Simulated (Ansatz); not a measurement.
# Se on W(110): change of the work function, part 4 of 5

Aim: the work function of W(110) at several coverages of Se (top site), and the dipole that each adsorbate carries.

Ansatz 0.2.0; plane-wave DFT, PBE, Ansatz PAW.

So far, work function, upper face (eV): step 2 (the clean slab) 4.84; step 3 (17 atoms, coverage 0.25 ML, cell 2x2) 4.91; step 4 (18 atoms, coverage 0.5 ML, cell 2x2) 5.08; step 5 (5 atoms, coverage 1 ML, cell 1x1) 4.54.

### Step 7. The slab at 0.25 ML, atoms frozen

This step: plane-wave DFT, PBE, Ansatz PAW (Ansatz 0.2.0).

System of this step: W16Se (Se/W(110)). The cell holds 17 atoms: 16 W and 1 Se. Cell: a = 5.473 Å, b = 5.473 Å, c = 27.660 Å, α = 90.0°, β = 90.0°, γ = 70.5°. Vacuum lies along c.

To see where the charge goes, the covered slab, the bare substrate and the adsorbate layer are each run at the same frozen positions and on the same grid.

input.yaml

```yaml
crystal:
  lattice:
    - [4.468914857, -3.16, 0.0]
    - [4.468914857, 3.16, 0.0]
    - [0.0, 0.0, 27.6599615893]
  atoms:
    - { symbol: W, position: [0.0, 0.0, 0.3253800614] }
    - { symbol: W, position: [0.25, 0.25, 0.4061631609] }
    - { symbol: W, position: [0.004318337, 0.004318337, 0.4887434809] }
    - { symbol: W, position: [0.25, 0.25, 0.5753765411] }
    - { symbol: W, position: [0.0, 0.5, 0.3253800614] }
    - { symbol: W, position: [0.25, 0.75, 0.4061631609] }
    - { symbol: W, position: [-0.001227556, 0.501227556, 0.4876162227] }
    - { symbol: W, position: [0.25, 0.75, 0.5670840828] }
    - { symbol: W, position: [0.5, 0.0, 0.3253800614] }
    - { symbol: W, position: [0.75, 0.25, 0.4061631609] }
    - { symbol: W, position: [0.501227556, -0.001227556, 0.4876162227] }
    - { symbol: W, position: [0.75, 0.25, 0.5670840828] }
    - { symbol: W, position: [0.5, 0.5, 0.3253800614] }
    - { symbol: W, position: [0.75, 0.75, 0.4061631609] }
    - { symbol: W, position: [0.495681663, 0.495681663, 0.4887434809] }
    - { symbol: W, position: [0.75, 0.75, 0.5646935208] }
    - { symbol: Se, position: [0.25, 0.25, 0.6591916316] }
kpoints:
  mp_grid: { grid: [6, 6, 1] }
hamiltonian:
  xc: pbe
scf:
  occupations: { method: fermi_dirac, width: 0.1 }
  convergence: { dr2_threshold: 1.0e-08 }
efield:
  axis: 3
  dipole_correction: true
  ramp_position: 0.97
  ramp_width: 0.06
output:
  write_potential: true
  write_density: true
  volumetric_format: npy
```

Run with:

```
> ansatz run input.yaml --threads 4 --pin off --max-ram 6144MiB --backend cpu --events-out ev --progress --plain --runs-dir out
```

Numbers of over 12 decimals in the logs are rounded to 6 here.

The log of the run:

```text
[...]
Crystal: 17 atoms, lattice volume = 781.215 Å³
Basis set: ecut = 420 eV, 15269 PW (Γ)
Bands: 144, of which v1, the nominal top of the filled ones, is band 120 counted from 1 (119 counted from 0)
Symmetry: 4 space group operations
[...]
k-points: 13 of 36
[...]
SCF iter   1: F=—  HF=-171616.672151 eV  |F-HF|=—  |Δ(HF+E_count)|=         —  Δρ=8.61e-3  dr2=6.89e0  ethr=1.77e-3  p=0.033 e·Å  D=7.64e-3 V/Å  ΔV_dip=-0.21 eV  dr2_dipole=1.26e-1  V_vac-E_F(+/−)=4.85/5.06 eV  ⟨swp⟩=9.7  Hψ=9158  notcnv=0
[...]
SCF iter  10: F=-171616.368488 eV  HF=-171616.368488 eV  |F-HF|=6.40e-10  |Δ(HF+E_count)|=  8.44e-10  Δρ=4.11e-7  dr2=2.91e-9  ethr=4.17e-12  p=-0.001 e·Å  D=-3.41e-4 V/Å  ΔV_dip=0.01 eV  dr2_dipole=3.99e-12  V_vac-E_F(+/−)=4.91/4.90 eV  ⟨swp⟩=7.8  Hψ=4907  notcnv=0
SCF 1 converged in 10 iterations: F = -171616.368488 eV  dr2 = 2.91e-9
[...]
SCF converged after 10 iterations
Free energy (F): -171616.368488 eV
[...]
Internal energy: -171615.982820 eV  (E = F + TS)
E sigma→0 (E₀):  -171616.175654 eV
Entropy (-TS):   -0.385668 eV (-22.686 meV/atom)
Fermi energy:    4.514323 eV
Dipole field:    D = -0.000340 V/Å  (p = -0.001467 e·Å, saw-weighted, corrected)
Work function:   Φ+ = 4.9085 eV   Φ− = 4.8991 eV
[...]
--- Band table (eV; the first three rows and the last of 13) ---
  k-point 0: bands = [... 116 lower, 5.1064, 5.1443, 5.1613, 5.2255, 5.4355, 5.5096, 5.6109, 5.6793, ... 20 higher]
  k-point 1: bands = [... 116 lower, 4.5652, 4.6918, 4.7424, 4.9609, 5.1979, 5.3123, 5.5879, 5.7047, ... 20 higher]
  k-point 2: bands = [... 116 lower, 3.8357, 3.9399, 4.3473, 4.5486, 4.6718, 4.7856, 4.9520, 5.2120, ... 20 higher]
  k-point 12: bands = [... 116 lower, 3.6729, 3.6778, 3.7515, 3.9798, 3.9891, 4.2271, 4.2945, 4.3295, ... 20 higher]
```

Run time: 59 s. Hardware: 4 threads of Arm Neoverse V2, shared host; peak memory 3 GiB.

This step gave:

| Quantity | Value |
| --- | --- |
| energy at zero smearing | -171616.1757 eV |
| work function, upper face | 4.909 eV |
| dipole along the normal | -0.001467 e·Å |

The work function of the upper face is 4.91 eV.

### Step 8. The substrate of the 0.25 ML cell alone

System of this step: Se/W(110), substrate alone, atoms held. The cell holds 16 atoms: 16 W. Its edges and angles: a = 5.473 Å, b = 5.473 Å, c = 27.660 Å, α = 90.0°, β = 90.0°, γ = 70.5°. Vacuum lies along c.

The second part, atoms unmoved.

Edit input.yaml of step 7 so:

```diff
@@ -22,3 +22,2 @@
     - { symbol: W, position: [0.75, 0.75, 0.5646935208] }
-    - { symbol: Se, position: [0.25, 0.25, 0.6591916316] }
 kpoints:
```

The log of the run:

```text
[...]
Crystal: 16 atoms, lattice volume = 781.215 Å³
Basis set: ecut = 420 eV, 15269 PW (Γ)
Bands: 135, of which v1, the nominal top of the filled ones, is band 112 counted from 1 (111 counted from 0)
Symmetry: 4 space group operations
[...]
k-points: 13 of 36
[...]
SCF iter   1: F=—  HF=-166145.902794 eV  |F-HF|=—  |Δ(HF+E_count)|=         —  Δρ=9.11e-3  dr2=7.89e0  ethr=1.77e-3  p=0.008 e·Å  D=1.77e-3 V/Å  ΔV_dip=-0.05 eV  dr2_dipole=4.95e-4  V_vac-E_F(+/−)=5.01/5.06 eV  ⟨swp⟩=9.5  Hψ=8868  notcnv=0
[...]
SCF iter  10: F=-166145.549136 eV  HF=-166145.549136 eV  |F-HF|=8.73e-10  |Δ(HF+E_count)|=   5.09e-9  Δρ=3.52e-7  dr2=2.23e-9  ethr=4.46e-12  p=0.008 e·Å  D=1.74e-3 V/Å  ΔV_dip=-0.05 eV  dr2_dipole=2.90e-11  V_vac-E_F(+/−)=4.85/4.90 eV  ⟨swp⟩=7.8  Hψ=4717  notcnv=0
SCF 1 converged in 10 iterations: F = -166145.549136 eV  dr2 = 2.23e-9
[...]
SCF converged after 10 iterations
Free energy (F): -166145.549136 eV
[...]
Internal energy: -166145.135563 eV  (E = F + TS)
E sigma→0 (E₀):  -166145.342350 eV
Entropy (-TS):   -0.413573 eV (-25.848 meV/atom)
Fermi energy:    4.124769 eV
Dipole field:    D = 0.001743 V/Å  (p = 0.007526 e·Å, saw-weighted, corrected)
Work function:   Φ+ = 4.8530 eV   Φ− = 4.9012 eV
[...]
--- Band table (eV; the first three rows and the last of 13) ---
  k-point 0: bands = [... 108 lower, 4.7591, 4.7620, 4.8424, 4.8519, 4.8559, 5.0220, 5.1482, 5.2387, ... 19 higher]
  k-point 1: bands = [... 108 lower, 4.2252, 4.2636, 4.3696, 4.4730, 4.6596, 5.1661, 5.2288, 5.3236, ... 19 higher]
  k-point 2: bands = [... 108 lower, 3.4248, 3.7133, 3.8727, 4.1325, 4.2268, 4.3564, 4.6069, 4.8263, ... 19 higher]
  k-point 12: bands = [... 108 lower, 3.3244, 3.3724, 3.3733, 3.5656, 3.5784, 3.5842, 3.7435, 3.8790, ... 19 higher]
```

Elapsed: 53 s, on 4 threads; peak memory 2.8 GiB.

Numbers from this step:

* energy at zero smearing: -166145.3423 eV
* work function, upper face: 4.853 eV
* work function, lower face: 4.901 eV
* dipole along the normal: 0.007526 e·Å
* step between the vacuum levels: -0.04821 eV

The work function of the upper face is 4.85 eV.

### Step 9. The adsorbate layer of the 0.25 ML cell alone

System of this step: Se/W(110), adsorbate layer alone, atoms held. The cell holds 1 atom: 1 Se. Cell: a = 5.473 Å, b = 5.473 Å, c = 27.660 Å, α = 90.0°, β = 90.0°, γ = 70.5°. Vacuum lies along c.

The third part; a free layer of atoms may carry a moment, so spin is on.

input.yaml, the sections that differ from step 8:

```yaml
crystal:
  lattice:
    - [4.468914857, -3.16, 0.0]
    - [4.468914857, 3.16, 0.0]
    - [0.0, 0.0, 27.6599615893]
  atoms:
    - { symbol: Se, position: [0.25, 0.25, 0.6591916316], spin: 1.0 }
magnetization:
  spin_polarized: true
# kpoints, hamiltonian, scf, efield, output: as in step 8
```

The log of the run:

```text
[...]
Crystal: 1 atoms, lattice volume = 781.215 Å³
Basis set: ecut = 420 eV, 15269 PW (Γ)
Bands: 13, of which v1, the nominal top of the filled ones, is band 8 counted from 1 (7 counted from 0)
Symmetry: 4 space group operations
k-points: 13 of 36
[...]
Starting moments: Σ|m| = 1 μB on 1 of 1 site
[...]
SCF iter  19: F=—  HF=-5466.543794 eV  |F-HF|=—  |Δ(HF+E_count)|=   2.44e-3  Δρ=6.02e-4 (↑6.02e-4 ↓4.98e-4)  dr2=2.58e-3  dr2_m=1.66e-3  M=2.000 μB ∫|m|=2.066 μB  β_m=1.20  ethr=8.19e-7  p=-0.000 e·Å  D=-5.11e-6 V/Å  ΔV_dip=0.00 eV  dr2_dipole=1.40e-10  V_vac-E_F(+/−)=5.59/5.59 eV  ⟨swp⟩=3.0  Hψ=671  notcnv=0
[...]
spin-set hold released at iteration 19 (site moments' squared step at or under half its running peak, from the soft ceiling on): the magnetisation degrees of freedom join the quasi-Newton model from the next iteration; the mixer history was flushed
SCF iter  20: F=—  HF=-5466.551990 eV  |F-HF|=—  |Δ(HF+E_count)|=   8.20e-3  Δρ=1.12e-3 (↑1.64e-4 ↓1.12e-3)  dr2=1.10e-2  dr2_m=2.33e-3  M=2.000 μB ∫|m|=2.066 μB  β_m=1.20  ethr=8.19e-7  p=-0.000 e·Å  D=-2.70e-6 V/Å  ΔV_dip=0.00 eV  dr2_dipole=4.80e-11  V_vac-E_F(+/−)=5.58/5.58 eV  ⟨swp⟩=3.2  Hψ=650  notcnv=0  κ⁻¹=1.0e0(r=1)
density mixer auto → broyden: no gap read (density of states about μ 1.83 of a free-electron gas's, 46 screened modes)
SCF iter  21: F=—  HF=-5466.553140 eV  |F-HF|=—  |Δ(HF+E_count)|=   1.15e-3  Δρ=1.18e-3 (↑1.55e-4 ↓1.18e-3)  dr2=1.27e-2  dr2_m=2.37e-3  M=2.000 μB ∫|m|=2.066 μB  β_m=1.20  ethr=8.19e-7  p=-0.000 e·Å  D=-2.53e-6 V/Å  ΔV_dip=0.00 eV  dr2_dipole=4.33e-11  V_vac-E_F(+/−)=5.58/5.58 eV  ⟨swp⟩=2.0  Hψ=422  notcnv=0  κ⁻¹=1.0e0(r=1)
[...]
SCF iter  47: F=-5466.557339 eV  HF=-5466.557339 eV  |F-HF|=5.38e-10  |Δ(HF+E_count)|=   4.41e-8  Δρ=4.93e-7 (↑1.76e-7 ↓4.93e-7)  dr2=1.92e-9  dr2_m=3.23e-10  M=2.000 μB ∫|m|=2.065 μB  ethr=6.25e-11  p=0.000 e·Å  D=1.22e-6 V/Å  ΔV_dip=-0.00 eV  dr2_dipole=4.77e-17  V_vac-E_F(+/−)=5.65/5.65 eV  ⟨swp⟩=2.3  Hψ=1357  notcnv=0
SCF 1 converged in 47 iterations: F = -5466.557339 eV  dr2 = 1.92e-9
[...]
at 6 of the mixer's solves, the last at iteration 32, it left a direction of its history that read negative out of its fit and stepped the other way along it
[...]
this state was not tested for a lower state beside it, because the mixer in use, unlike msr1, does not test its closes by its own steps (another_mixer; see scf.mixing.algorithm and scf.lower_state_search)
SCF converged after 47 iterations
Magnetization: 2.0000 μB (9.0000 up, 7.0000 down)
Absolute magnetization: 2.0046 μB (∫|ρ↑−ρ↓|, with the PAW one-centre terms)
[...]
Per-site moments (μB) at R_I (Å): [(1.969154, 2.257728)]
Free energy (F): -5466.557339 eV
[...]
Internal energy: -5466.390670 eV  (E = F + TS)
E sigma→0 (E₀):  -5466.474004 eV
Entropy (-TS):   -0.166669 eV (-166.669 meV/atom)
Fermi energy:    -5.238213 eV
Dipole field:    D = 0.000001 V/Å  (p = 0.000005 e·Å, saw-weighted, corrected)
Work function:   Φ+ = 5.6516 eV   Φ− = 5.6517 eV
[...]
--- Band table (eV; the first three rows and the last of 26) ---
  k-point 0 ↑: bands = [... 4 lower, -52.6040, -17.4942, -6.8598, -6.5818, -6.4515, -0.9349, 0.1870, 0.4250, ... 1 higher]
  k-point 1 ↑: bands = [... 4 lower, -52.6040, -17.4924, -6.8525, -6.6146, -6.4767, -0.7123, 0.3144, 0.5850, ... 1 higher]
  k-point 2 ↑: bands = [... 4 lower, -52.6040, -17.4888, -6.8377, -6.6992, -6.5024, -0.1307, 0.6771, 1.0604, ... 1 higher]
  k-point 12 ↓: bands = [... 4 lower, -52.4279, -15.9026, -5.3605, -5.1908, -5.0729, 1.1778, 1.7013, 1.8289, ... 1 higher]
```

It took 19 s on 4 threads; peak memory 1 GiB; 73 s of CPU time.

Numbers from this step:

```yaml
energy_at_zero_smearing: -5466.4740 eV
total_moment: 2.000 μB
site_moments: 1.969 μB
work_function_upper_face: 5.652 eV
dipole_along_the_normal: 5.23e-6 e·Å
```

Site moment by atom:

| atom | site moment (μB) |
| --- | --- |
| Se1 | 1.97 |

The free layer carries a moment of 2.0 μB a cell.

### Step 10. Density difference at 0.25 ML

This step: plane-wave DFT, PBE, Ansatz PAW; density difference on adsorption (Ansatz 0.2.0).

The densities of the parts are taken from that of the whole and averaged over planes; the first moment of what is left gives the step in the potential.

Numbers from this step:

| Item | Value |
| --- | --- |
| largest charge moved | -0.004679 e/Å² |
| potential step from the moved charge | 0.05592 eV |

The electron density difference oscillates, so the rows of the table below give means over windows of 1 Å about each position, cut where the curve ends. Its maxima inside the range that stand out by 2 % of the span (Å: e/Å³): 11.8: 2.8e-4, 13.1: 6.9e-4, 14.0: 7.1e-4, 16.0: 0.00375, 17.3: 0.0132, 19.0: 0.00219. Its minima: 12.7: -5.3e-4, 13.5: -2.1e-4, 15.6: -9.9e-4, 16.4: -0.0136, 18.2: -0.00696.

Planar mean, whole system less its parts. The electron density difference by z; means over each step:

| z (Å) | electron density difference (e/Å³) |
| --- | --- |
| 4 | 3.2e-7 |
| 5 | 1.9e-6 |
| 6 | 7.5e-6 |
| 7 | -3.1e-6 |
| 8 | 1.8e-5 |
| 9 | -1.1e-4 |
| 10 | 6.2e-5 |
| 11 | -7.8e-5 |
| 12 | 2.4e-5 |
| 13 | 5.8e-5 |
| 14 | 4.5e-4 |
| 15 | 1.1e-4 |
| 16 | -0.00236 |
| 17 | 0.00328 |
| 18 | -0.00203 |
| 19 | 6.5e-4 |
| 20 | -3.9e-5 |
| 21 | -4.1e-5 |
| 22 | -4.6e-6 |
| 23 | -3.7e-7 |

Planar mean, whole system less its parts. Table of electrons moved below z by z:

z (Å), electrons moved below z (e/Å²) and a bar from the least value:
```
        4    0.00000 ###################
        5    0.00000 ###################
        6    0.00001 ###################
        7    0.00001 ###################
        8   -0.00001 ###################
        9   -0.00002 ###################
       10   -0.00001 ###################
       11   -0.00009 ###################
       12    0.00000 ###################
       13   -0.00018 ##################
       14    0.00016 ####################
       15    0.00070 #######################
       16    0.00129 ##########################
       17   -0.00363 
       18    0.00200 ##############################
       19   -0.00037 #################
       20    0.00009 ####################
       21    0.00001 ###################
       22    0.00000 ###################
       23    0.00000 ###################
       24    0.00000 ###################
       25    0.00000 ###################
       26    0.00000 ###################
       27    0.00000 ###################
```

[end of part 4 of 5]

[Logs are printed without paths, hosts, clocks, repeated set-up lines and the standing remarks that a program may print on its own settings, such as how far it seeks lower states.]

[Hosts, paths, dates, database ids (printed as entryN), source tags and the programs' standing remarks are cut or masked in the printed files.]

[Maps of the electrostatic potential energy from Ansatz leave out the sawtooth potential of an applied field or a dipole correction, so their vacuum need not be flat; planar profiles and work functions include it.]
